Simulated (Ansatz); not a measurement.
# HfTc3, from a guessed structure to a relaxed one

Starting from a made-up structure for HfTc3, the aim is the relaxed cell, its shortest contacts and, where a second run follows, its electronic structure.

Method: DFT, r2SCAN, plane-wave PAW, files of the set soft_1, scalar-relativistic, no spin, cell and ions relaxed at zero pressure; PAW set ansatz+soft_1, in the first sound run; inputs show where later runs differ, in Ansatz 0.2.0.

## (1) Set-up

Symmetry: Pm-3m, No. 221, cubic system. Conventional cell: a = 4.001 Å, b = 4.001 Å, c = 4.001 Å, α = 90.00°, β = 90.00°, γ = 90.00°. Hf has 12 Tc at 2.83 Å nearest. Nearest to Tc lie 8 Tc at 2.83 Å and 4 Hf at 2.83 Å. Farther neighbours are not listed.

As a file:

```cif
data_structure
_symmetry_space_group_name_H-M 'P 1'
_symmetry_Int_Tables_number 1
_cell_length_a 4.0010
_cell_length_b 4.0010
_cell_length_c 4.0010
_cell_angle_alpha 90.000
_cell_angle_beta 90.000
_cell_angle_gamma 90.000
_cell_volume 64.05
loop_
_atom_site_label
_atom_site_type_symbol
_atom_site_fract_x
_atom_site_fract_y
_atom_site_fract_z
_atom_site_occupancy
Hf1 Hf 0.00000 0.00000 0.00000 1
Tc2 Tc 0.50000 0.50000 0.00000 1
Tc3 Tc 0.50000 0.00000 0.50000 1
Tc4 Tc 0.00000 0.50000 0.50000 1
```

## (2) Relaxing cell and atoms

The guessed cell has no reason to be at equilibrium. It is relaxed with the atoms, within the space group of the guess.

Contents of input.yaml:

```yaml
crystal:
  lattice:
    - [4.001, 0.0, 0.0]
    - [0.0, 4.001, 0.0]
    - [0.0, 0.0, 4.001]
  atoms:
    - { symbol: Hf, position: [0.0, 0.0, 0.0] }
    - { symbol: Tc, position: [0.5, 0.5, 0.0] }
    - { symbol: Tc, position: [0.5, 0.0, 0.5] }
    - { symbol: Tc, position: [0.0, 0.5, 0.5] }
kpoints:
  mp_grid: { grid: [7, 7, 7] }
scf:
  occupations: { method: fermi_dirac, width: 0.05 }
hamiltonian:
  xc: r2scan
  pseudopotentials: { kind: paw, azcp: { Hf: "soft_1/Hf.paw.azcp" } }
relax:
  f_tol: 0.015
  max_steps: 70
  cell: {}
output:
  forces: true
  stress: true
```

Started as:

```sh
$ ansatz run input.yaml --threads 4 --pin off --max-ram 8192MiB --backend cpu --events-out ev --progress --plain --runs-dir out
```

Numbers of over 12 decimals in the logs are rounded to 6 here.

Output:

```text
Engine: ansatz 0.2.0, aarch64-unknown-linux-gnu
Pseudopotentials: kind: paw
Pseudopotential: Hf, paw, valence charge 26, recommended cutoff 500 eV (meta_gga), soft_1/Hf.paw.azcp
Pseudopotential: Tc, paw, valence charge 15, recommended cutoff 500 eV (normal), Tc.paw.azcp
Functional definition: r2SCAN
  parameter k0 = 0.174
  parameter k1 = 0.065
  parameter a1 = 4.9479
  exchange = r2scan_x(k0 = k0, k1 = k1, a1 = a1)
  correlation = r2scan_c
Crystal: 4 atoms, lattice volume = 64.048 Å³
Basis set: ecut = 500 eV, 1647 PW (Γ), exchange–correlation on 120×120×120 points (64 copies of the dense FFT grid, shifted against one another)
Bands: 43, of which v1, the nominal top of the filled ones, is band 36 counted from 1 (35 counted from 0)
Symmetry: 48 space group operations
Space group: Pm-3m (ITA 221), of the structure as read, at distance tolerance 4.0e-5 Å
k-points: 20 of 343
Non-local potential: Hf, projectors of the file, l = 0: 3, l = 1: 2, l = 2: 2, l = 3: 3
Non-local potential: Tc, projectors of the file, l = 0: 3, l = 1: 3, l = 2: 2, l = 3: 2
PAW form: soft (Blöchl's): semilocal exchange-correlation on the pseudo side does not see the compensation charge
PAW frozen core: Hf, regenerated for the run's functional (the file was generated under x = pbe(κ = 0.804, μ = 0.219515), c = pbe(β = 0.066725))
PAW frozen core: Tc, regenerated for the run's functional (the file was generated under x = pbe(κ = 0.804, μ = 0.219515), c = pbe(β = 0.066725))
PAW one-centre angular grid: Hf, 974 points (default); XC on 224 Gauss nodes
PAW one-centre angular grid: Tc, 590 points (default); XC on 160 Gauss nodes
Initial density: superposition of atomic densities (chi_scale 0.1, normalization cell, long waves kept (reshape's long-wave potential 0.00 eV rms))
Initial wavefunctions: pseudopotential atomic-orbital guess
Functional: x = r2scan, c = r2scan; τ floored in thin density (d = 2e-4 eV/Å³)
SCF iter   1: F=—  HF=-31964.121048 eV  |F-HF|=—  |Δ(HF+E_count)|=         —  Δρ=1.06e-1  dr2=1.22e1  dr2_τ=1.12e0  ethr=3.10e-3  ⟨swp⟩=4.8  Hψ=2562  notcnv=0
preconditioner: auto → Kerker (q_TF=auto, 2.776 Å⁻¹)  [metal: Δε(μ)=0.013 eV  Ē_g=9.039 eV  σ=0.050 eV  W_gap=0.06  n_scr=26 (ndim 8)  ℏωp=29.0 eV  f_vac=0.000  D(μ)=5.01/eV (n_scr^D=56)]
SCF iter   2: F=—  HF=-31962.171021 eV  |F-HF|=—  |Δ(HF+E_count)|=    1.95e0  Δρ=2.48e-2  dr2=2.20e-1  dr2_τ=8.05e-1  ethr=3.10e-3  ⟨swp⟩=2.8  Hψ=1767  notcnv=0  defer=16
SCF iter   3: F=—  HF=-31962.164254 eV  |F-HF|=—  |Δ(HF+E_count)|=   6.77e-3  Δρ=1.67e-2  dr2=1.15e-1  dr2_τ=8.91e-3  ethr=3.10e-4  ⟨swp⟩=2.0  Hψ=1368  notcnv=0  defer=16
SCF iter   4: F=—  HF=-31962.161876 eV  |F-HF|=—  |Δ(HF+E_count)|=   2.38e-3  Δρ=8.26e-3  dr2=2.60e-2  dr2_τ=2.95e-3  ethr=1.62e-4  ⟨swp⟩=2.0  Hψ=1629  notcnv=0  defer=16
SCF iter   5: F=—  HF=-31962.173927 eV  |F-HF|=—  |Δ(HF+E_count)|=   1.21e-2  Δρ=2.27e-3  dr2=3.85e-3  dr2_τ=3.04e-4  ethr=3.66e-5  ⟨swp⟩=2.0  Hψ=1576  notcnv=0  defer=16
SCF iter   6: F=—  HF=-31962.173386 eV  |F-HF|=—  |Δ(HF+E_count)|=   5.41e-4  Δρ=5.36e-4  dr2=2.23e-4  dr2_τ=4.85e-5  ethr=5.42e-6  ⟨swp⟩=2.0  Hψ=1246  notcnv=0  defer=16
SCF iter   7: F=—  HF=-31962.173436 eV  |F-HF|=—  |Δ(HF+E_count)|=   5.05e-5  Δρ=1.91e-4  dr2=3.88e-5  dr2_τ=3.97e-6  ethr=3.14e-7  ⟨swp⟩=2.0  Hψ=1430  notcnv=0  defer=16
SCF iter   8: F=—  HF=-31962.173427 eV  |F-HF|=—  |Δ(HF+E_count)|=   8.99e-6  Δρ=5.80e-5  dr2=2.04e-6  dr2_τ=3.13e-7  ethr=5.47e-8  ⟨swp⟩=2.0  Hψ=1508  notcnv=0  defer=16
SCF iter   9: F=—  HF=-31962.173428 eV  |F-HF|=—  |Δ(HF+E_count)|=   6.93e-7  Δρ=1.73e-5  dr2=2.27e-7  dr2_τ=9.88e-9  ethr=2.88e-9  ⟨swp⟩=2.1  Hψ=1465  notcnv=0  defer=16
SCF iter  10: F=-31962.173428 eV  HF=-31962.173428 eV  |F-HF|=7.20e-10  |Δ(HF+E_count)|=   7.85e-8  Δρ=4.37e-6  dr2=1.02e-8  dr2_τ=1.78e-9  ethr=1.41e-10  ⟨swp⟩=4.3  Hψ=3064  notcnv=0
SCF 1 converged in 10 iterations: F = -31962.173428 eV  dr2 = 1.02e-8
  greatest PAW one-centre occupation: 0.998 electrons in one spin orbital (limit 2), on the Hf atom at site 0 (counted from 0), in its partial waves of l = 3
relax step   1: F+E_penalty+E_count = -31962.17342819 eV  Δ(F+E_penalty+E_count) = +0.000e0 eV  max|allowed force component| = 4.404e-29 eV/Å  Δτ_max = 0.0000 Å  P = -2.898 GPa  Ω = 64.048 Å³  (10 SCF iters, dr2 threshold 1.00e-7 eV, accepted)
Crystal: 4 atoms, lattice volume = 61.460 Å³
Basis set: ecut = 500 eV, 1551 PW (Γ), exchange–correlation on 120×120×120 points (64 copies of the dense FFT grid, shifted against one another)
Initial density: handed on by an earlier stage of this run
Initial wavefunctions: those handed on with the density
iter 1 solved again at ethr=7.18e-5 eV; its pass at ethr=3.10e-3 eV (dr2=5.09e-2 eV) is discarded
SCF iter   1: F=—  HF=-31961.978087 eV  |F-HF|=—  |Δ(HF+E_count)|=         —  Δρ=6.44e-3  dr2=5.18e-2  dr2_τ=2.11e-1  ethr=7.18e-5  ⟨swp⟩=1.0  Hψ=3938  notcnv=0
preconditioner: auto → Kerker (q_TF=auto, 2.795 Å⁻¹)  [metal: Δε(μ)=0.042 eV  Ē_g=11.447 eV  σ=0.050 eV  W_gap=0.20  n_scr=26 (ndim 8)  ℏωp=31.8 eV  f_vac=0.000  D(μ)=5.07/eV (n_scr^D=56)]
SCF iter   2: F=—  HF=-31962.142896 eV  |F-HF|=—  |Δ(HF+E_count)|=   1.65e-1  Δρ=1.43e-3  dr2=9.81e-4  dr2_τ=5.12e-3  ethr=7.18e-5  ⟨swp⟩=2.0  Hψ=1635  notcnv=0
SCF iter   3: F=—  HF=-31962.143106 eV  |F-HF|=—  |Δ(HF+E_count)|=   2.10e-4  Δρ=8.38e-4  dr2=5.85e-4  dr2_τ=2.77e-5  ethr=1.38e-6  ⟨swp⟩=2.0  Hψ=1423  notcnv=0
SCF iter   4: F=—  HF=-31962.143053 eV  |F-HF|=—  |Δ(HF+E_count)|=   5.24e-5  Δρ=4.28e-4  dr2=1.37e-4  dr2_τ=1.28e-5  ethr=8.24e-7  ⟨swp⟩=2.0  Hψ=1252  notcnv=0
SCF iter   5: F=—  HF=-31962.143025 eV  |F-HF|=—  |Δ(HF+E_count)|=   2.81e-5  Δρ=1.28e-4  dr2=1.15e-5  dr2_τ=5.49e-7  ethr=1.93e-7  ⟨swp⟩=2.0  Hψ=1252  notcnv=0
SCF iter   6: F=—  HF=-31962.143028 eV  |F-HF|=—  |Δ(HF+E_count)|=   2.44e-6  Δρ=4.80e-5  dr2=1.52e-6  dr2_τ=3.41e-7  ethr=1.62e-8  ⟨swp⟩=2.0  Hψ=1522  notcnv=0
SCF iter   7: F=-31962.143027 eV  HF=-31962.143027 eV  |F-HF|=4.14e-8  |Δ(HF+E_count)|=   2.04e-7  Δρ=9.89e-6  dr2=5.86e-8  dr2_τ=6.89e-9  ethr=5.63e-10  ⟨swp⟩=4.8  Hψ=3104  notcnv=0
SCF 2 converged in 7 iterations: F = -31962.143027 eV  dr2 = 5.86e-8
relax step   2: F+E_penalty+E_count = -31962.14302742 eV  Δ(F+E_penalty+E_count) = +3.040e-2 eV  max|allowed force component| = 9.565e-30 eV/Å  Δτ_max = 0.0000 Å  P = +7.134 GPa  Ω = 61.460 Å³  energy of the carried Pulay correction = +1.025e-3 eV  (7 SCF iters, dr2 threshold 4.00e-7 eV, rejected (line search))
Crystal: 4 atoms, lattice volume = 63.278 Å³
Basis set: ecut = 500 eV, 1575 PW (Γ), exchange–correlation on 120×120×120 points (64 copies of the dense FFT grid, shifted against one another)
iter 1 solved again at ethr=3.94e-5 eV; its pass at ethr=3.10e-3 eV (dr2=2.80e-2 eV) is discarded
SCF iter   1: F=—  HF=-31962.086003 eV  |F-HF|=—  |Δ(HF+E_count)|=         —  Δρ=4.96e-3  dr2=3.01e-2  dr2_τ=1.07e-1  ethr=3.94e-5  ⟨swp⟩=1.0  Hψ=3661  notcnv=0
preconditioner: auto → Kerker (q_TF=auto, 2.781 Å⁻¹)  [metal: Δε(μ)=0.031 eV  Ē_g=11.264 eV  σ=0.050 eV  W_gap=0.16  n_scr=26 (ndim 8)  ℏωp=31.3 eV  f_vac=0.000  D(μ)=5.66/eV (n_scr^D=80)]
SCF iter   2: F=—  HF=-31962.181108 eV  |F-HF|=—  |Δ(HF+E_count)|=   9.51e-2  Δρ=1.32e-3  dr2=9.55e-4  dr2_τ=3.69e-3  ethr=3.94e-5  ⟨swp⟩=2.0  Hψ=1650  notcnv=0
SCF iter   3: F=—  HF=-31962.181117 eV  |F-HF|=—  |Δ(HF+E_count)|=   9.16e-6  Δρ=6.73e-4  dr2=3.64e-4  dr2_τ=1.81e-5  ethr=1.34e-6  ⟨swp⟩=2.0  Hψ=1232  notcnv=0
SCF iter   4: F=—  HF=-31962.181074 eV  |F-HF|=—  |Δ(HF+E_count)|=   4.36e-5  Δρ=2.72e-4  dr2=5.66e-5  dr2_τ=1.02e-5  ethr=5.13e-7  ⟨swp⟩=2.0  Hψ=1317  notcnv=0
SCF iter   5: F=—  HF=-31962.181059 eV  |F-HF|=—  |Δ(HF+E_count)|=   1.46e-5  Δρ=1.05e-4  dr2=7.15e-6  dr2_τ=1.31e-6  ethr=7.97e-8  ⟨swp⟩=2.0  Hψ=1256  notcnv=0
SCF iter   6: F=—  HF=-31962.181063 eV  |F-HF|=—  |Δ(HF+E_count)|=   3.52e-6  Δρ=6.04e-5  dr2=2.72e-6  dr2_τ=7.00e-7  ethr=1.01e-8  ⟨swp⟩=2.0  Hψ=1526  notcnv=0
SCF iter   7: F=—  HF=-31962.181060 eV  |F-HF|=—  |Δ(HF+E_count)|=   2.53e-6  Δρ=1.66e-5  dr2=2.13e-7  dr2_τ=1.48e-8  ethr=3.83e-9  ⟨swp⟩=2.0  Hψ=1238  notcnv=0
SCF iter   8: F=—  HF=-31962.181060 eV  |F-HF|=—  |Δ(HF+E_count)|=   2.58e-8  Δρ=4.26e-6  dr2=1.17e-8  dr2_τ=8.50e-10  ethr=3.00e-10  ⟨swp⟩=2.4  Hψ=1542  notcnv=0
SCF iter   9: F=—  HF=-31962.181060 eV  |F-HF|=—  |Δ(HF+E_count)|=   2.99e-9  Δρ=8.07e-7  dr2=3.48e-10  dr2_τ=9.71e-11  ethr=1.64e-11  ⟨swp⟩=2.0  Hψ=1316  notcnv=0
SCF iter  10: F=-31962.181060 eV  HF=-31962.181060 eV  |F-HF|=2.18e-11  |Δ(HF+E_count)|=  1.67e-10  Δρ=2.47e-7  dr2=2.31e-11  dr2_τ=2.71e-12  ethr=1.00e-12  ⟨swp⟩=5.0  Hψ=3649  notcnv=0
SCF 3 converged in 10 iterations: F = -31962.181060 eV  dr2 = 2.31e-11
relax step   3: F+E_penalty+E_count = -31962.18106025 eV  Δ(F+E_penalty+E_count) = -7.632e-3 eV  max|allowed force component| = 2.630e-30 eV/Å  Δτ_max = 0.0000 Å  P = -0.127 GPa  Ω = 63.278 Å³  energy of the carried Pulay correction = +3.004e-4 eV  (10 SCF iters, accepted)
Crystal: 4 atoms, lattice volume = 63.244 Å³
iter 1 solved again at ethr=1.62e-8 eV; its pass at ethr=3.10e-3 eV (dr2=1.15e-5 eV) is discarded
SCF iter   1: F=—  HF=-31962.181055 eV  |F-HF|=—  |Δ(HF+E_count)|=         —  Δρ=9.14e-5  dr2=1.05e-5  dr2_τ=3.75e-5  ethr=1.62e-8  ⟨swp⟩=2.0  Hψ=3477  notcnv=0
preconditioner: auto → Kerker (q_TF=auto, 2.781 Å⁻¹)  [metal: Δε(μ)=0.013 eV  Ē_g=11.301 eV  σ=0.050 eV  W_gap=0.06  n_scr=26 (ndim 8)  ℏωp=31.3 eV  f_vac=0.000  D(μ)=5.52/eV (n_scr^D=80)]
SCF iter   2: F=—  HF=-31962.181087 eV  |F-HF|=—  |Δ(HF+E_count)|=   3.24e-5  Δρ=2.24e-5  dr2=2.63e-7  dr2_τ=1.18e-6  ethr=1.47e-8  ⟨swp⟩=2.0  Hψ=1479  notcnv=0
SCF iter   3: F=—  HF=-31962.181087 eV  |F-HF|=—  |Δ(HF+E_count)|=   2.19e-8  Δρ=1.20e-5  dr2=1.18e-7  dr2_τ=5.71e-9  ethr=5.68e-11  ⟨swp⟩=5.0  Hψ=3312  notcnv=0
SCF iter   4: F=-31962.181087 eV  HF=-31962.181087 eV  |F-HF|=1.72e-8  |Δ(HF+E_count)|=   1.18e-8  Δρ=5.48e-6  dr2=2.19e-8  dr2_τ=3.02e-9  ethr=5.68e-11  ⟨swp⟩=3.2  Hψ=3294  notcnv=0
SCF 4 converged in 4 iterations: F = -31962.181087 eV  dr2 = 2.19e-8
relax step   4: F+E_penalty+E_count = -31962.18108746 eV  Δ(F+E_penalty+E_count) = -2.721e-5 eV  max|allowed force component| = 1.288e-29 eV/Å  Δτ_max = 0.0000 Å  P = +0.002 GPa  Ω = 63.244 Å³  energy of the carried Pulay correction = +3.141e-4 eV  (4 SCF iters, dr2 threshold 4.03e-8 eV, accepted)
Initial wavefunctions: pseudopotential atomic-orbital guess (no wavefunctions were taken with the density)
iter 1 solved again at ethr=1.60e-8 eV; its pass at ethr=3.10e-3 eV (dr2=1.13e-5 eV) is discarded
SCF iter   1: F=—  HF=-31962.180812 eV  |F-HF|=—  |Δ(HF+E_count)|=         —  Δρ=3.69e-5  dr2=9.81e-8  dr2_τ=5.03e-7  ethr=1.60e-8  ⟨swp⟩=4.1  Hψ=5519  notcnv=0
preconditioner: auto → Kerker (q_TF=auto, 2.781 Å⁻¹)  [metal: Δε(μ)=0.013 eV  Ē_g=11.300 eV  σ=0.050 eV  W_gap=0.07  n_scr=26 (ndim 8)  ℏωp=31.3 eV  f_vac=0.000  D(μ)=5.53/eV (n_scr^D=80)]
SCF iter   2: F=—  HF=-31962.180808 eV  |F-HF|=—  |Δ(HF+E_count)|=   3.66e-6  Δρ=2.00e-5  dr2=3.42e-8  dr2_τ=3.89e-8  ethr=1.38e-10  ⟨swp⟩=2.0  Hψ=1469  notcnv=0
SCF iter   3: F=—  HF=-31962.180808 eV  |F-HF|=—  |Δ(HF+E_count)|=   2.32e-8  Δρ=4.23e-6  dr2=4.35e-9  dr2_τ=1.97e-9  ethr=4.82e-11  ⟨swp⟩=2.0  Hψ=1492  notcnv=0
SCF iter   4: F=—  HF=-31962.180808 eV  |F-HF|=—  |Δ(HF+E_count)|=   2.18e-9  Δρ=9.27e-7  dr2=4.51e-10  dr2_τ=1.15e-10  ethr=6.13e-12  ⟨swp⟩=2.0  Hψ=1489  notcnv=0
SCF iter   5: F=—  HF=-31962.180808 eV  |F-HF|=—  |Δ(HF+E_count)|=  6.18e-11  Δρ=3.34e-7  dr2=8.23e-11  dr2_τ=2.12e-11  ethr=1.00e-12  ⟨swp⟩=1.9  Hψ=1408  notcnv=0
SCF iter   6: F=-31962.180808 eV  HF=-31962.180808 eV  |F-HF|=0.00e0  |Δ(HF+E_count)|=  1.09e-11  Δρ=1.17e-7  dr2=8.43e-12  dr2_τ=9.12e-13  ethr=1.00e-12  ⟨swp⟩=5.0  Hψ=3128  notcnv=0
SCF 5 converged in 6 iterations: F = -31962.180808 eV  dr2 = 8.43e-12
relax step   5: F+E_penalty+E_count = -31962.18080803 eV  Δ(F+E_penalty+E_count) = +2.794e-4 eV  max|allowed force component| = 1.985e-29 eV/Å  Δτ_max = 0.0000 Å  P = -0.001 GPa  Ω = 63.244 Å³  stress off target by 7.32e-4 GPa  SCF on the basis re-selected at this cell (its energy is not comparable with the rows above)  (6 SCF iters)
basis re-selected at this cell: Δ(F+E_penalty+E_count) = +2.794e-4 eV, ΔP = -0.003 GPa vs the last step (what re-selecting the basis moved, of the pressure what is left beyond the Pulay correction that the steps carried, after the strain that the cell walked since its last selection, with what the two solves' SCF thresholds leave and, on support functions, any second-order correction that the steps lacked; it is no m [...]
SCF converged after 6 iterations
Free energy (F): -31962.180808 eV
Harris-Foulkes:  -31962.180808 eV  (|F-HF|=0.00e0)
Internal energy: -31962.137432 eV  (E = F + TS)
E sigma→0 (E₀):  -31962.159120 eV
Entropy (-TS):   -0.043376 eV (-10.844 meV/atom)
Fermi energy:    21.337972 eV
--- Per-component energies (eV) ---
  E_band       = -142.525095
  E_kinetic    = 2283.975156
  E_local      = -9849.463383  (includes V_loc(G=0)·N_el)
  E_nonlocal   = 910.465180
  E_hartree    = 4066.046350
  E_xc         = -955.959333
  E_vxc        = -1278.329080  (∫ρ·V_xc dr)
  E_paw        = -17605.450513  (= ΣΔE_a)
  E_vpaw       = -423.101876  (= ΣTr[D̂ρ^β])
  E_aug_tail   = 0.000008  (compensation charges beyond the density's cutoff)
  E_vtau       = 81.836248  (kinetic-family band-sum trace: ∫τ·v_τ [+ j·A + Jᵃ·Aᵃ] dr)
  E_ewald      = -10811.341824
  E_core_change = -0.409071  (= ΣΔE_core)
  E_smearing   = -0.043376  (= −TS)
  E_closure    = -0.000000  (closes the sum)
  Σ components = -31962.180808   (vs F -31962.180808, Δ=0.00e0)
--- Forces (eV/Å), atoms counted from 1 ---
  atom   1  Hf     0.00000000     0.00000000    -0.00000000
  atom   2  Tc    -0.00000000    -0.00000000     0.00000000
  atom   3  Tc     0.00000000    -0.00000000    -0.00000000
  atom   4  Tc     0.00000000     0.00000000    -0.00000000
  max |Σ_I F_I| component: 1.74e-29 eV/Å
--- Stress (GPa, compression-positive) ---
       -0.000732       0.000000      -0.000000
        0.000000      -0.000732       0.000000
       -0.000000       0.000000      -0.000732
  P = ⅓ Tr σ = -0.0007 GPa (-0.007 kbar)
--- Relaxed structure (4 steps of the walk, 3 accepted, 1 SCFs on fresh bases) ---
  F+E_penalty+E_count = -31962.18080803 eV   max|allowed force component| = 1.985e-29 eV/Å   (the final SCF, on the basis selected at the relaxed cell)
  cell:  # Å, volume = 63.2436 Å³
    - [3.984180, 0, 0]
    - [0, 3.984180, 0]
    - [0, 0, 3.984180]
  atoms:
    - { symbol: Hf, position: [0, 0, 0] }
    - { symbol: Tc, position: [0.5, 0.5, 0] }
    - { symbol: Tc, position: [0.5, 0, 0.5] }
    - { symbol: Tc, position: [0, 0.5, 0.5] }
```

Run time: 10 s. Hardware: 4 threads of Arm Neoverse V1, shared host; peak memory 0.54 GiB; 38 s of CPU time.

Step by step:

```csv
step,energy less that of the first step (eV),largest force component (eV/Å),pressure (GPa),volume (Å³)
1,0.0000,0.0000,-2.90,64.05
2,0.0304,0.0000,7.13,61.46
3,-0.0076,0.0000,-0.13,63.28
4,-0.0077,0.0000,0.00,63.24
5*,-0.0074,0.0000,0.00,63.24
```

Relaxation steps marked * repeat the geometry before them on a plane-wave basis chosen anew for their cell, so energy and pressure can jump there. Relaxation step 2 was tried and not accepted.

The run keeps the 48 symmetry operations that it works with, so distortions that break them were not tested.

```csv
"conventional cell, symmetrised",before,after,change
a (Å),4.001,3.984,-0.4 %
b (Å),4.001,3.984,-0.4 %
c (Å),4.001,3.984,-0.4 %
volume (Å³/atom),16.01,15.81,-1.3 %
```

The relaxed structure:

```xyz
4
Lattice="3.9842 0.0000 0.0000 0.0000 3.9842 0.0000 0.0000 0.0000 3.9842" Properties=species:S:1:pos:R:3 pbc="T T T"
Hf    0.0000    0.0000    0.0000
Tc    1.9921    1.9921    0.0000
Tc    1.9921    0.0000    1.9921
Tc    0.0000    1.9921    1.9921
```

Numbers from this step:

```
free energy             : -31962.1808 eV
energy at zero smearing : -31962.1591 eV
smearing term TS        : 0.04338 eV
Fermi energy            : 21.34 eV
electrons               : 71
symmetry operations     : 48
pressure                : -7.32e-4 GPa
```

Shortest distances by pair of elements, guess and relaxed (not always the same contact):

```csv
pair,guess (Å),relaxed (Å)
Hf–Tc,2.829,2.817
Tc–Tc,2.829,2.817
Hf–Hf,4.001,3.984
```

The relaxation ends with a pressure of 0.00 GPa.

(Part 1 of 2 ends here.)

[Logs are printed without paths, hosts, clocks, repeated set-up lines and the standing remarks that a program may print on its own settings, such as how far it seeks lower states.]

[Hosts, paths, dates, database ids (printed as entryN), source tags and the programs' standing remarks are cut or masked in the printed files.]
